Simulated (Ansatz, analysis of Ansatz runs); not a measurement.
# NiWO4 (P2/c): a line between two O sites for an added hole, part 2 of 2

Aim: the energy barrier that a trapped hole meets when it moves from one O atom to another one nearby in NiWO4 (P2/c). The model is a cell of 48 host atoms.

Ansatz 0.2.0; plane-wave PAW DFT, PBEsol+U; relaxation of all atoms of a supercell at fixed charge in a uniform background; PAW set soft_1.

So far. Step 2 (The cell without the carrier): The largest displacement from an ideal site is 0.020 Å. Step 3 (The hole on the first site): The largest changes of the moments are 0.81 μB on O31, 0.03 μB on O39 and -0.02 μB on W15. The largest part sits on the chosen site.

## Step 4: The hole on the second site

The same start is made on the second site, to get the end of the hop.

Contents of B.relax/input.yaml:

```yaml
crystal:
  lattice:
    - [-4.5975235, 5.66344718, 4.90769498]
    - [4.57797626, -5.66344718, 4.89777358]
    - [4.5975235, 5.66344718, -4.90769498]
  atoms:
    - { symbol: Ni, position: [0.046075, 0.125528, 0.420938], spin: 2.0 }
    - { symbol: Ni, position: [0.046047, 0.625557, 0.920942], spin: 2.0 }
[... 1 atom line left out ...]
    - { symbol: Ni, position: [0.525118, 0.606433, 0.395996], spin: 2.0 }
    - { symbol: Ni, position: [0.454837, 0.375577, 0.579725], spin: -2.0 }
[... 14 atom lines left out ...]
    - { symbol: O, position: [0.735731, 0.67708, 0.317185] }
[... 1 atom line left out ...]
    - { symbol: O, position: [0.39079, 0.574048, 0.559121] }
[... 5 atom lines left out ...]
    - { symbol: O, position: [0.765177, 0.824047, 0.683502], spin: 1.0 }
[... 2 atom lines left out ...]
    - { symbol: O, position: [0.610144, 0.427103, 0.441608] }
[... 16 atom lines left out ...]
    - { symbol: O, position: [0.519299, 0.857655, 0.445704] }
total_charge: 1
basis:
  ecutwfc: 420
  xc_grid: 2
hamiltonian:
  xc: pbesol
  hubbard:
    sites: [{ species: Ni, l: d, u_eff: 5.0 }, { species: O, l: p, u_eff: 6.0 }]
    projectors: ortho-atomic
  pseudopotentials: { kind: paw, azcp: { folder: soft_1 }, xc_functional: pbe }
kpoints:
  mp_grid: { grid: [1, 1, 1] }
magnetization:
  spin_polarized: true
  initial_magnetization: 1
  spin_locking: { lock_magnetization: hard }
scf:
  occupations: { method: fermi_dirac, width: 0.01 }
  max_iter: 120
  lower_state_search: "off"
output:
  forces: true
relax:
  f_tol: 0.015
  max_steps: 70
  escape_saddle: false
checkpoint:
  write: "../B.relax.run"
  compress: false
  write_wavefunctions: true
  write_every: 100000
```

On the command line:

```console
$ ansatz run input.yaml --threads 8 --pin off --max-ram 17899MiB --backend cpu --events-out ev --progress --plain --runs-dir out
```

Numbers of over 12 decimals in the logs are rounded to 6 here.

Output:

```text
[...]
Crystal: 48 atoms, lattice volume = 509.540 Å³
Basis set: ecut = 420 eV, 9975 PW (Γ), exchange–correlation on 120×120×120 points (8 copies of the dense FFT grid, shifted against one another)
Bands: 272, of which v1, the nominal top of the filled ones, is band 224 counted from 1 (223 counted from 0)
Symmetry: 1 space group operations
[...]
k-points: 1
[...]
Starting moments: Σ|m| = 17 μB on 9 of 48 sites
[...]
SCF iter   1: F=—  HF=-146446.680771 eV  |F-HF|=—  |Δ(HF+E_count)|=         —  Δρ=2.29e-1 (↑2.27e-1 ↓2.29e-1)  dr2=8.17e2  dr2_m=6.54e1  M=1.000 μB ∫|m|=4.637 μB  β_m=0.30  ethr=3.10e-3  ⟨swp⟩=6.0  Hψ=1889  notcnv=0  defer=20
[...]
F+E_penalty+E_count = -146367.12120996 eV   max|allowed force component| = 1.090e-2 eV/Å
  atoms:
    - { symbol: Ni, position: [0.051466, 0.131414, 0.428411] }
    - { symbol: Ni, position: [0.045191, 0.625912, 0.918363] }
    [... 1 atom left out ...]
    - { symbol: Ni, position: [0.541476, 0.623729, 0.417227] }
    - { symbol: Ni, position: [0.455750, 0.376150, 0.578664] }
[...]
- { symbol: Ni, position: [0.959163, 0.875668, 0.576929] }
[...]
- { symbol: W, position: [0.785874, 0.375694, 0.409287] }
[...]
- { symbol: O, position: [0.735507, 0.675363, 0.316110] }
    [... 1 atom left out ...]
    - { symbol: O, position: [0.390643, 0.573781, 0.558135] }
[...]
- { symbol: O, position: [0.765155, 0.818544, 0.681775] }
    [... 2 atoms left out ...]
    - { symbol: O, position: [0.612483, 0.431709, 0.443530] }
    [... 4 atoms left out ...]
    - { symbol: O, position: [0.981901, 0.643697, 0.553944] }
    [... 3 atoms left out ...]
    - { symbol: O, position: [0.664307, 0.608913, 0.839363] }
    [... 8 atoms left out ...]
[key lines of the parts left out:]
SCF converged after 9 iterations
Magnetization: 1.0000 μB (224.0000 up, 223.0000 down)
Free energy (F): -146367.121210 eV
Fermi energy:    9.623605 (↑ 10.024713, ↓ 9.622091) eV
```

It took 52 s on 8 threads of Arm Neoverse V2, shared host; peak memory 1.2 GiB; 6.4 min of CPU time.

Distances from O28 without and with the hole:

| atom | without (Å) | with (Å) |
| --- | --- | --- |
| W16 | 1.79 | 2.07 |
| Ni8 | 2.03 | 2.08 |
| Ni4 | 2.09 | 2.12 |
| O31 | 2.69 | 2.62 |

The largest changes of the moments are 0.81 μB on O28, 0.03 μB on O35 and -0.02 μB on W16. The largest part sits on the chosen site.

## Step 5: Points on the line between the two structures

All atoms move on the straight line between the two relaxed structures, 5.91 amu^1/2 Å long in mass-weighted terms. Each point starts from the state of the point before, once from either end, so that both localised states can be followed; the midpoint is also started with the carrier shared.

Contents of A.x0500/input.yaml:

```yaml
crystal:
  lattice:
    - [-4.5975235, 5.66344718, 4.90769498]
    - [4.57797626, -5.66344718, 4.89777358]
    - [4.5975235, 5.66344718, -4.90769498]
  atoms:
    - { symbol: Ni, position: [0.049546, 0.125721, 0.424638], spin: 2.0 }
    - { symbol: Ni, position: [0.044135, 0.625722, 0.91923], spin: 2.0 }
[... 1 atom line left out ...]
    - { symbol: Ni, position: [0.542808, 0.625723, 0.417901], spin: 2.0 }
    - { symbol: Ni, position: [0.45382, 0.37596, 0.581487], spin: -2.0 }
[... 14 atom lines left out ...]
    - { symbol: O, position: [0.735247, 0.676515, 0.316896] }
[... 1 atom line left out ...]
    - { symbol: O, position: [0.391011, 0.574929, 0.559549] }
[... 5 atom lines left out ...]
    - { symbol: O, position: [0.763806, 0.819141, 0.681686] }
[... 2 atom lines left out ...]
    - { symbol: O, position: [0.613171, 0.432304, 0.445477], spin: 1.0 }
[... 16 atom lines left out ...]
    - { symbol: O, position: [0.518173, 0.857709, 0.445016] }
total_charge: 1
basis:
  ecutwfc: 420
  xc_grid: 2
hamiltonian:
  xc: pbesol
  hubbard:
    sites: [{ species: Ni, l: d, u_eff: 5.0 }, { species: O, l: p, u_eff: 6.0 }]
    projectors: ortho-atomic
  pseudopotentials: { kind: paw, azcp: { folder: soft_1 }, xc_functional: pbe }
kpoints:
  mp_grid: { grid: [1, 1, 1] }
magnetization:
  spin_polarized: true
  initial_magnetization: 1
  spin_locking: { lock_magnetization: hard }
scf:
  occupations: { method: fermi_dirac, width: 0.01 }
  max_iter: 120
  lower_state_search: "off"
output:
  forces: true
  eigenvalues: true
  eigenstates: { localisation: true }
  write_density: true
  write_potential: true
  volumetric_format: npy
checkpoint:
  read: "../A.x0375.run"
  write: "../A.x0500.run"
  compress: false
  write_wavefunctions: true
  write_every: 100000
```

Output:

```text
[...]
Warning: checkpoint.read: the run can stay near the saved state's solution: 48 site(s) moved relative to the saved geometry (max |Δs| = 4.571e-3 fractional); [...]
[...]
Crystal: 48 atoms, lattice volume = 509.540 Å³
Basis set: ecut = 420 eV, 9975 PW (Γ), exchange–correlation on 120×120×120 points (8 copies of the dense FFT grid, shifted against one another)
Bands: 272, of which v1, the nominal top of the filled ones, is band 224 counted from 1 (223 counted from 0)
Symmetry: 1 space group operations
[...]
k-points: 1
[...]
Starting moments: Σ|m| = 17 μB on 9 of 48 sites; this step starts from the density that it was given
[...]
iter 1 solved again at ethr=5.65e-6 eV; its pass at ethr=3.10e-3 eV (dr2=2.52e-2 eV) is discarded
[...]
SCF iter  16: F=-146366.567513 eV  HF=-146366.567513 eV  |F-HF|=3.55e-8  |Δ(HF+E_count)|=   2.51e-7  Δρ=2.91e-6 (↑2.64e-6 ↓2.91e-6)  dr2=7.33e-8  dr2_m=6.98e-9  M=1.000 μB ∫|m|=16.627 μB  ethr=2.24e-11  ⟨swp⟩=6.0  Hψ=3366  notcnv=0
SCF 1 converged in 16 iterations: F = -146366.567513 eV  dr2 = 7.33e-8
[...]
SCF converged after 16 iterations
[...]
Magnetization: 1.0000 μB (224.0000 up, 223.0000 down)
Absolute magnetization: 16.6233 μB (∫|ρ↑−ρ↓|, with the PAW one-centre terms)
[...]
Per-site moments (μB) at R_I (Å): [(1.744143, 0.841524), (1.746815, 0.839237), (1.744184, 0.839028), [... 45 left out ...]
Free energy (F): -146366.567513 eV
[...]
Internal energy: -146366.567513 eV  (E = F + TS)
E sigma→0 (E₀):  -146366.567513 eV
Fermi energy:    9.201917 (↑ 9.987751, ↓ 9.201917) eV
[...]
--- Forces (eV/Å), atoms counted from 1 ---
  atom   1  Ni    -0.05506623    -0.06942919    -0.06538459
  atom   2  Ni     0.07947064    -0.01027531     0.00398945
  [... 1 atom left out ...]
  atom   4  Ni     0.51312365     0.12374064     0.34885620
  atom   5  Ni     0.38518840     0.08530756    -0.28680475
  [... 2 atoms left out ...]
  atom   8  Ni     0.54067755    -0.10487925    -0.52908622
  [... 6 atoms left out ...]
  atom  15  W     -1.43028581     1.75671040     1.36172159
  [... 4 atoms left out ...]
  atom  20  O     -0.08746380     0.02939632    -0.11775441
  [... 1 atom left out ...]
  atom  22  O      0.00719710    -0.07159649    -0.16686832
  [... 5 atoms left out ...]
  atom  28  O      0.99780082     1.27661378    -0.87954045
  [... 2 atoms left out ...]
  atom  31  O      0.79054684    -0.65414806    -0.47334136
  [... 4 atoms left out ...]
  atom  36  O     -0.13363905    -0.16503306    -0.35542067
  [... 3 atoms left out ...]
  atom  40  O     -0.12225494     0.31341863    -0.64410417
  [... 8 atoms left out ...]
  max |Σ_I F_I| component: 8.99e-5 eV/Å
--- Band table (eV) ---
[...]
Occupation matrices written to <dir>
```

It took 9.1 s on 8 threads; peak memory 1.2 GiB; 65 s of CPU time.

From eigenstates.tsv, first k-point; energies on the run's zero. The participation number counts the atoms that a state is spread over, of 48; bands count from 0.

| spin | band | energy (eV) | occupation | participation | largest share on | share |
| --- | --- | --- | --- | --- | --- | --- |
| down | 217 | 8.093 | 1.00 | 24.3 | O28 | 0.09 |
| down | 218 | 8.201 | 1.00 | 28.0 | O19 | 0.07 |
| down | 219 | 8.263 | 1.00 | 19.5 | Ni7 | 0.11 |
| down | 220 | 8.364 | 1.00 | 20.8 | Ni2 | 0.12 |
| down | 221 | 8.461 | 1.00 | 7.9 | O28 | 0.31 |
| down | 222 | 8.571 | 1.00 | 8.7 | O28 | 0.28 |
| down | 223 | 9.833 | 0.00 | 4.0 | O31 | 0.45 |
| down | 224 | 11.578 | 0.00 | 5.3 | W15 | 0.41 |
| down | 225 | 11.911 | 0.00 | 20.9 | W9 | 0.09 |
| down | 226 | 11.985 | 0.00 | 14.1 | W14 | 0.14 |
| down | 227 | 12.094 | 0.00 | 16.1 | W15 | 0.15 |
| up | 218 | 8.058 | 1.00 | 25.4 | Ni2 | 0.08 |
| up | 219 | 8.189 | 1.00 | 25.9 | Ni8 | 0.08 |
| up | 220 | 8.225 | 1.00 | 23.5 | Ni6 | 0.09 |
| up | 221 | 8.305 | 1.00 | 17.7 | Ni3 | 0.13 |
| up | 222 | 8.428 | 1.00 | 11.7 | O28 | 0.18 |
| up | 223 | 8.455 | 1.00 | 14.1 | O28 | 0.17 |
| up | 224 | 11.519 | 0.00 | 3.3 | W15 | 0.53 |
| up | 225 | 11.605 | 0.00 | 4.9 | W15 | 0.42 |
| up | 226 | 11.867 | 0.00 | 16.4 | W9 | 0.12 |
| up | 227 | 12.014 | 0.00 | 16.3 | Ni6 | 0.11 |
| up | 228 | 12.074 | 0.00 | 17.8 | W14 | 0.13 |

Under PBEsol+U (5, 6 eV) at the zone centre alone, the highest filled state is spin down, spread over 9 of 48 atoms, and the lowest empty one, 1.26 eV above it, is spin down, spread over 4 of 48 atoms.

Spin density in the ac plane at fractional y = 0.625, through the centre, with atoms of Ni and W and O within 0.45 Å of it.

Values in e/Å³, 13 rows by 16 columns, each cell a mean:
```
2.3 1.5 0.0 0.0 0.0 0.0 0.0 0.0 0.0 0.0 0.0 0.0 0.0 0.0 0.0 0.1
1.6 1.1 0.1 0.0 0.0 0.0 0.0 0.0 0.0 0.0 0.0 0.0 0.0 0.0 0.0 0.0
0.0 0.0 0.0 0.0 0.0 0.0 0.0 0.0 0.0 0.0 0.0 0.0 0.0 0.0 0.0 0.0
0.0 0.0 0.0 0.0 0.0 0.0 0.0 0.0 0.0 0.0 0.0 0.0 0.0 0.0 0.0 0.0
0.0 0.0 0.0 0.0 0.0 0.0 0.0 0.0 0.0 0.0 0.0 0.0 0.0 0.0 0.0 0.0
0.0 0.0 0.0 0.0 0.0 0.0 0.0 0.0 0.0 0.0 0.0 0.0 0.0 0.0 0.0 0.0
0.0 0.0 0.0 0.0 0.0 0.0 0.0 0.1 0.5 0.3 0.0 0.0 0.0 0.0 0.0 0.0
0.0 0.0 0.0 0.0 0.0 0.0 0.0 0.1 3.3 2.0 0.0 0.0 0.0 0.0 0.0 0.0
0.0 0.0 0.0 0.0 0.0 0.0 0.0 0.0 0.2 0.2 0.0 0.0 0.0 0.0 0.0 0.0
0.0 0.0 0.0 0.0 0.0 0.0 0.0 0.0 0.0 0.0 0.0 0.0 0.0 0.0 0.0 0.0
0.0 0.0 0.0 0.0 0.0 0.0 0.0 0.0 0.0 0.0 0.0 0.0 0.0 0.0 0.0 0.0
0.0 0.0 0.0 0.0 0.0 0.0 0.0 0.0 0.0 0.0 0.0 0.0 0.0 0.0 0.0 0.0
0.0 0.0 0.0 0.0 0.0 0.0 0.0 0.0 0.0 0.0 0.0 0.0 0.0 0.0 0.0 0.0
```
Columns run along a (8.8 Å), rows up along c (8.8 Å). Atoms in or near the plane, at fractional coordinates: Ni at (0.04, 0.92), Ni at (0.54, 0.42), W at (0.22, 0.59), W at (0.71, 0.09), O at (0.23, 0.82), O at (0.74, 0.32), O at (0.39, 0.56), O at (0.89, 0.06), O at (0.48, 0.05), O at (0.98, 0.56), O at (0.16, 0.34), O at (0.66, 0.84).

Valence density in the ac plane at fractional y = 0.625, through the centre, with atoms of Ni and W and O within 0.45 Å of it. It is the smooth field of the valence electrons, not physical close to the nuclei.

Ten steps, logarithmic in the rise over the least value, from '0' (0 e/Å³) to '9' (44 e/Å³), each cell a mean:
```
5763000001222100121100012
8983000000000001232100014
7862111000000013553100014
4421233100000014554100002
1112454200000013442100000
0002444200000001221000000
0001232100000000000000000
0001233211111000000000000
2112455423332000000000012
4213555434542000000000134
5323555324432100000000246
4212343112221221000000245
2101121000113674100000122
0012331000026995100000000
0024542100026874111100000
0025652000013431233210000
0024431000001111345310000
0012210000000001344310000
0000000000000001233210000
0000000000000000233311111
1000000000112111355432332
1000000000244322455533453
1000000001356422455423442
1221000001355311343212221
```
Columns run along a (8.8 Å), rows up along c (8.8 Å). Atoms in or near the plane, at fractional coordinates: Ni at (0.04, 0.92), Ni at (0.54, 0.42), W at (0.22, 0.59), W at (0.71, 0.09), O at (0.23, 0.82), O at (0.74, 0.32), O at (0.39, 0.56), O at (0.89, 0.06), O at (0.48, 0.05), O at (0.98, 0.56), O at (0.16, 0.34), O at (0.66, 0.84).

Electrostatic potential energy in the ac plane at fractional y = 0.625, through the centre, with atoms of Ni and W and O within 0.45 Å of it. With pseudopotentials it is smooth inside the atoms' cores, unlike the true potential.

Ten even steps from '0' (-36 eV) to '9' (17 eV), each cell a mean:
```
4655899999867998767899985
8974899999999998657999974
7855899999999996214999974
4458756899999994004999986
7788323799999995237999998
9998324899999998789999999
9998656789999999999999999
9987422478899999999999999
8874000156448999999999998
3662000043127999999999952
1562000264248889999999720
3774112587787556899999731
8987667899974564799999976
9998568999855994699999999
9984127999855864798999999
9972027999975446855799999
9973258999998788622599999
9998799999999999622699999
9999999999999999755789999
9999999999999998521258999
9999999999988886100036546
9999999999742574000034224
8889999999510374000045336
6557999999522586311478778
```
Columns run along a (8.8 Å; values clipped at the 3rd and 97th percentile), rows up along c (8.8 Å). Atoms in or near the plane, at fractional coordinates: Ni at (0.04, 0.92), Ni at (0.54, 0.42), W at (0.22, 0.59), W at (0.71, 0.09), O at (0.23, 0.82), O at (0.74, 0.32), O at (0.39, 0.56), O at (0.89, 0.06), O at (0.48, 0.05), O at (0.98, 0.56), O at (0.16, 0.34), O at (0.66, 0.84).

Free energies from the first end:

| started from | fraction | energy (eV) | moment change on O31 (μB) | on O28 (μB) |
| --- | --- | --- | --- | --- |
| first site | 0 | 0.000 | 0.81 | 0.01 |
| first site | 0.125 | 0.040 | 0.80 | 0.01 |
| first site | 0.25 | 0.152 | 0.78 | 0.02 |
| first site | 0.375 | 0.326 | 0.76 | 0.03 |
| first site | 0.5 | 0.554 | 0.72 | 0.05 |
| first site | 0.625 | 0.326 | 0.03 | 0.76 |
| second site | 0.875 | 0.040 | 0.01 | 0.80 |
| second site | 0.75 | 0.152 | 0.02 | 0.78 |
| second site | 0.625 | 0.326 | 0.03 | 0.76 |
| second site | 0.5 | 0.554 | 0.05 | 0.72 |
| second site | 0.375 | 0.326 | 0.76 | 0.03 |
| shared | 0.5 | 0.680 | 0.44 | 0.44 |
| second site | 1 | 0.000 | 0.01 | 0.81 |

## Step 6: Results

* barrier forward: 0.55 eV
* barrier backward: 0.55 eV
* distance of the two sites without the carrier: 2.69 Å
* carrier at the midpoint: on one site

On this line the hole must cross 0.55 eV to hop 2.69 Å; both ends have the same energy within 0.005 eV. At the midpoint the lowest state found keeps the carrier on one site, so the two localised curves cross in a cusp. This suggests weak coupling and a hop slower than the barrier alone implies, though U itself penalises the shared state. With an assumed attempt frequency of 1e13 per second the rate at 300 K would be 5e+03 per second for this barrier, if every crossing succeeded. A straight line need not be the lowest path, so the true barrier at this U can be lower, or higher if the ends can still break their symmetry. No run compares the localised hole with one spread in the band, so its binding is unknown and the barrier may exceed it. The magnetic order was assumed and need not be the ground state. The total moment is locked, so a carrier of the other spin direction was not tried. The program's search for lower electronic states was switched off in all runs, so that each state is followed; none is shown to be the lowest at its structure. No image-charge correction is applied; it nearly cancels along the line while the charge stays localised. What this leaves open: sampling at the zone centre alone can move energies of charged and open-shell states by tenths of an eV or more in cells of this size; the images are only 8.8 Å apart; gap and trapping depend on the U chosen (Ni d 5.0 eV, O p 6.0 eV); spin–orbit coupling, which can matter with heavy atoms, is left out.

[Logs are printed without paths, hosts, clocks, repeated set-up lines and the standing remarks that a program may print on its own settings, such as how far it seeks lower states.]

[Hosts, paths, dates, database ids (printed as entryN), source tags and the programs' standing remarks are cut or masked in the printed files.]
